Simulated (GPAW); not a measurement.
**BP: optical spectrum from first principles**

Wanted: where BP starts to absorb, how strongly, and its refractive index.

Method: DFT, PBE, plane-wave PAW (GPAW data sets), scalar-relativistic, RPA, optical limit, in GPAW 26.7.0.

This is a report of a sequence of runs, with most program output left out.

## 1. The structure

Symmetry: F-43m, No. 216, cubic system. Conventional cell: a = 4.538 Å, b = 4.538 Å, c = 4.538 Å, α = 90.00°, β = 90.00°, γ = 90.00°. P has 4 B at 1.97 Å nearest. B has 4 P at 1.97 Å nearest. Farther neighbours are not listed.

## 2. Ground state

The self-consistent density comes first; it also tells whether there is a gap, which decides the occupations and the need for a Drude term.

This step: DFT, PBE, plane-wave PAW (GPAW data sets), scalar-relativistic, ground state (GPAW 26.7.0).

gs.py

```python
from ase import Atoms
from ase.dft.bandgap import bandgap
from gpaw import GPAW, PW, FermiDirac

atoms = Atoms(['P', 'B'],
              cell=[[0.000000000000, 2.269000000000, 2.269000000000],
                    [2.269000000000, 0.000000000000, 2.269000000000],
                    [2.269000000000, 2.269000000000, 0.000000000000]],
              scaled_positions=[[0.750000000000, 0.750000000000, 0.750000000000],
                                [0.000000000000, 0.000000000000, 0.000000000000]],
              pbc=[True, True, True])
atoms.calc = GPAW(mode=PW(500), xc='PBE', kpts={'size': (8, 8, 8), 'gamma': True},
                  occupations=FermiDirac(0.05), maxiter=150, txt='gs.txt')
print('energy (eV)', atoms.get_potential_energy())
print('Fermi level (eV)', atoms.calc.get_fermi_level())
print('valence electrons', atoms.calc.get_number_of_electrons())
print('gap (eV)', bandgap(atoms.calc, output=None)[0])
print('direct gap (eV)', bandgap(atoms.calc, direct=True, output=None)[0])
atoms.calc.write('gs.gpw')
```

Command:

```bash
OMP_NUM_THREADS=1 python gs.py
```

It took 4.8 s on 1 thread of Arm Neoverse V1, shared host; peak memory 0.12 GiB.

Read-outs, printed or worked out from the files:

```
energy                 : -12.88 eV
Fermi energy           : 8.828 eV
gap on the k-mesh      : 1.276 eV
direct gap on the mesh : 3.405 eV
electrons              : 8
```

There is a gap, 1.28 eV on this mesh (points off the mesh can give less), so no carriers' term is needed.

## 3. Bands for the response

The response needs many more empty bands than the density does.

This step: DFT, PBE, plane-wave PAW (GPAW data sets), scalar-relativistic, bands at fixed density (GPAW 26.7.0).

nscf.py

```python
from ase.dft.bandgap import bandgap
from gpaw import GPAW, FermiDirac

calc = GPAW('gs.gpw').fixed_density(kpts={'size': (13, 13, 13), 'gamma': True}, nbands=24, convergence={'bands': 18},
                                    occupations=FermiDirac(0.001), txt='nscf.txt')
print('gap (eV)', bandgap(calc, output=None)[0])
print('direct gap (eV)', bandgap(calc, direct=True, output=None)[0])
print('top band over the Fermi level (eV)', min(calc.get_eigenvalues(kpt=k)[17] for k in range(len(calc.get_ibz_k_points()))) - calc.get_fermi_level())
calc.write('full.gpw', mode='all')
```

Command:

```bash
OMP_NUM_THREADS=1 python nscf.py
```

Elapsed: 22 s, on 1 thread; peak memory 0.16 GiB.

This step gave:

- gap on the k-mesh: 1.261 eV

## 4. Dielectric function, RPA

Local fields let the induced charge screen the field inside the cell, which as a rule lowers ε, most along directions where the density is uneven.

This step: DFT, PBE, plane-wave PAW (GPAW data sets), scalar-relativistic, RPA, optical limit (GPAW 26.7.0).

df.py

```python
from gpaw.response.df import DielectricFunction

df = DielectricFunction('full.gpw', frequencies={'type': 'nonlinear', 'domega0': 0.03, 'omega2': 8},
                        ecut=50,
                        eta=0.15,
                        nbands=18,
                        txt='df.txt')
for direction in ['x']:
    df.get_dielectric_function(xc='RPA', direction=direction, filename=f'df_{direction}.csv')
```

Command:

```bash
OMP_NUM_THREADS=1 python df.py
```

Run time: 4 s. Hardware: 1 thread; peak memory 0.2 GiB.

Numbers from this step:

| Quantity | Value |
| --- | --- |
| electronic dielectric constant ε∞, mean over x, y and z (by symmetry where fewer were run) | 8.938 |
| main peak of Im epsilon, first axis | 5.762 eV |

Some rows of df_x.csv (energy; Re and Im without local fields; Re and Im with them):

```text
0.000000, 9.423825, -0.000000, 8.937669, 0.000000
0.429336, 9.469543, 0.032269, 8.979968, 0.029854
0.878195, 9.619312, 0.068972, 9.118509, 0.063789
1.347938, 9.903403, 0.114969, 9.381182, 0.106268
1.840057, 10.378125, 0.179800, 9.819786, 0.166039
2.356191, 11.158725, 0.287382, 10.540181, 0.265031
2.898142, 12.540661, 0.532684, 11.813489, 0.490383
3.467895, 15.102629, 1.916260, 14.164242, 1.761487
4.067647, 15.467362, 5.161485, 14.502769, 4.748102
4.699832, 16.973579, 10.150282, 15.903863, 9.253795
5.367152, 20.942036, 19.624232, 19.412410, 17.589745
6.072622, -1.508673, 19.209911, -1.161960, 17.734922
6.819608, -10.445543, 17.374774, -8.989949, 17.345711
7.611886, -7.953977, 6.466181, -7.495030, 6.598253
8.453705, -3.080851, 5.611815, -2.769254, 5.133485
9.349861, -4.761781, 5.083517, -4.180975, 5.129216
10.305790, -3.888509, 2.294699, -3.675504, 2.375530
11.327680, -2.325167, 2.183432, -2.046099, 2.154161
12.422601, -2.570926, 1.505191, -2.395424, 1.640759
13.598673, -1.634200, 1.088402, -1.456462, 1.146899
```

The Im ε, E ∥ x has structure finer than the step of the table below, so its rows give means over 0.25 eV, whole bins alone (the curve runs from 0 to 14.0 eV). Peaks (eV: height): 5.765: 30.0, 6.602: 23.8.

Values under the direct gap are tails of Lorentzian lines. Im ε, E ∥ x against photon energy; means over each step:

```tsv
photon energy (eV)	Im ε, E ∥ x
0.25	0.0173
0.50	0.0350
0.75	0.0537
1.00	0.0741
1.25	0.0967
1.50	0.123
1.75	0.154
2.00	0.192
2.25	0.241
2.50	0.307
2.75	0.407
3.00	0.584
3.25	1.04
3.50	1.96
3.75	4.03
4.00	4.80
4.25	5.10
4.50	7.34
4.75	9.24
5.00	10.2
5.25	14.7
5.50	22.2
5.75	28.9
6.00	21.2
6.25	17.4
6.50	21.8
6.75	20.1
7.00	14.1
7.25	11.5
7.50	8.12
7.75	6.03
8.00	5.58
8.25	4.91
8.50	5.31
8.75	6.17
9.00	6.21
9.25	5.27
9.50	4.71
9.75	3.92
10.00	3.11
10.25	2.50
10.50	1.98
10.75	1.88
11.00	2.20
11.25	2.17
11.50	2.20
11.75	2.29
12.00	2.15
12.25	2.07
12.50	1.52
12.75	1.35
13.00	1.29
13.25	1.17
13.50	1.17
13.75	1.10
```

Table of Re ε, E ∥ x by photon energy:

```tsv
photon energy (eV)	Re ε, E ∥ x
0.0	8.94
0.5	9.00
1.0	9.17
1.5	9.50
2.0	10.0
2.5	10.8
3.0	12.2
3.5	14.4
4.0	14.3
4.5	17.2
5.0	17.5
5.5	18.4
6.0	-2.43
6.5	1.57
7.0	-8.34
7.5	-8.61
8.0	-5.00
8.5	-2.68
9.0	-3.99
9.5	-4.42
10.0	-4.22
10.5	-3.29
11.0	-2.18
11.5	-1.98
12.0	-2.12
12.5	-2.27
13.0	-1.79
13.5	-1.46
```

The reflectivity at normal incidence, E ∥ x has structure finer than the step of the table below, so its rows give means over 0.5 eV, whole bins alone (the curve runs from 0 to 14.0 eV). Peaks (eV: height): 5.92: 58.5, 7.50: 67.1, 10.52: 64.5, 12.50: 59.8.

Reflectivity at normal incidence, E ∥ x against photon energy; means over each step:

photon energy (eV), reflectivity at normal incidence, E ∥ x (%) and a bar from the least value:
```
      0.5       25.0 
      1.0       25.4 
      1.5       26.0 #
      2.0       27.0 ##
      2.5       28.5 ###
      3.0       30.8 ####
      3.5       34.3 #######
      4.0       35.9 ########
      4.5       39.2 ###########
      5.0       42.2 #############
      5.5       51.0 ###################
      6.0       54.7 ######################
      6.5       54.9 ######################
      7.0       62.8 ############################
      7.5       65.3 ##############################
      8.0       58.5 #########################
      8.5       48.0 #################
      9.0       51.7 ####################
      9.5       57.2 ########################
     10.0       62.5 ############################
     10.5       62.8 ############################
     11.0       51.1 ###################
     11.5       47.8 #################
     12.0       49.4 ##################
     12.5       57.5 ########################
     13.0       55.4 #######################
     13.5       52.6 #####################
```

The Im ε, E ∥ x has structure finer than the step of the table below, so its rows give means over 0.5 eV, whole bins alone (the curve runs from 0 to 14.0 eV). Peaks (eV: height): without local fields 5.77: 32.6, 6.60: 25.5; with local fields 5.77: 30.0, 6.60: 23.8.

Values under the direct gap are tails of Lorentzian lines. Table of Im ε, E ∥ x by photon energy; means over each step:

```tsv
photon energy (eV)	without local fields	with local fields
0.5	0.0379	0.0351
1.0	0.0804	0.0743
1.5	0.134	0.123
2.0	0.209	0.193
2.5	0.337	0.311
3.0	0.669	0.615
3.5	2.33	2.14
4.0	5.23	4.80
4.5	8.00	7.29
5.0	11.8	10.7
5.5	24.9	22.3
6.0	23.8	22.1
6.5	22.7	21.0
7.0	14.6	14.5
7.5	8.21	8.33
8.0	5.66	5.52
8.5	5.79	5.34
9.0	6.12	6.04
9.5	4.58	4.68
10.0	3.02	3.14
10.5	2.01	2.03
11.0	2.18	2.14
11.5	2.21	2.21
12.0	2.13	2.20
12.5	1.48	1.59
13.0	1.22	1.28
13.5	1.11	1.15
```

The refractive index n and extinction k by photon energy:

```tsv
photon energy (eV)	n	k
0.0	2.99	0
0.5	3.00	0.00582
1.0	3.03	0.0122
1.5	3.08	0.0199
2.0	3.16	0.0302
2.5	3.29	0.0465
3.0	3.49	0.0824
3.5	3.80	0.247
4.0	3.83	0.616
4.5	4.24	0.864
5.0	4.34	1.15
5.5	4.86	2.28
6.0	3.02	3.40
6.5	3.44	3.21
7.0	1.99	3.51
7.5	1.25	3.19
8.0	1.12	2.50
8.5	1.28	2.08
9.0	1.32	2.39
9.5	1.01	2.33
10.0	0.712	2.18
10.5	0.524	1.89
11.0	0.684	1.63
11.5	0.700	1.57
12.0	0.657	1.60
12.5	0.467	1.58
13.0	0.460	1.42
13.5	0.458	1.29
```

From ε follow the optical constants at some laser and lamp lines:

```tsv
wavelength (nm)	n	k	R (%)	1/α
1550	3.01	0.010	25.2	13 µm
800	3.09	0.021	26.1	3.1 µm
633	3.16	0.029	26.9	1.7 µm
405	3.52	0.091	31.1	354 nm
308	3.84	0.613	35.5	40 nm
248	4.34	1.154	41.9	17 nm
193	3.41	2.961	51.7	5.2 nm
```

Below the direct gap, k and the depth come from the tails of the Lorentzian lines, not from transitions.

Rows near the edge hang on the gap, which this functional as a rule makes too small, and phonon-assisted absorption is left out.

## 5. Summary of results

| Item | Value |
| --- | --- |
| electronic dielectric constant ε∞, mean over x, y and z (by symmetry where fewer were run) (RPA) | 8.94 |
| main peak of Im epsilon, first axis | 5.76 eV |

In words: At this level (PBE, RPA) BP has ε∞ = 8.94 and n = 3.01 at 1550 nm, and Im ε peaks at 5.8 eV. On the mesh the gap is 1.26 eV and the least direct gap 3.41 eV, so on this mesh the band edges lie at different points. Local fields change the static value along x from 9.42 to 8.94 (-5 %). Distinct maxima of Im ε, read by a parabola through the highest points, lie at 5.76 eV (30), 6.61 eV (24) and 8.90 eV (6.5). Excitons and phonon-assisted transitions are missing; PBE gaps are as a rule too small, which pulls the onset down and ε∞ up. The sum runs over mesh points, so small or evenly spaced maxima can still be ripples of the mesh.

[Machine, clock and banner lines and Python warnings are left out of the logs.]

[Logs are printed without paths, hosts, clocks, repeated set-up lines and the standing remarks that a program may print on its own settings, such as how far it seeks lower states.]

[Hosts, paths, dates, database ids (printed as entryN), source tags and the programs' standing remarks are cut or masked in the printed files.]
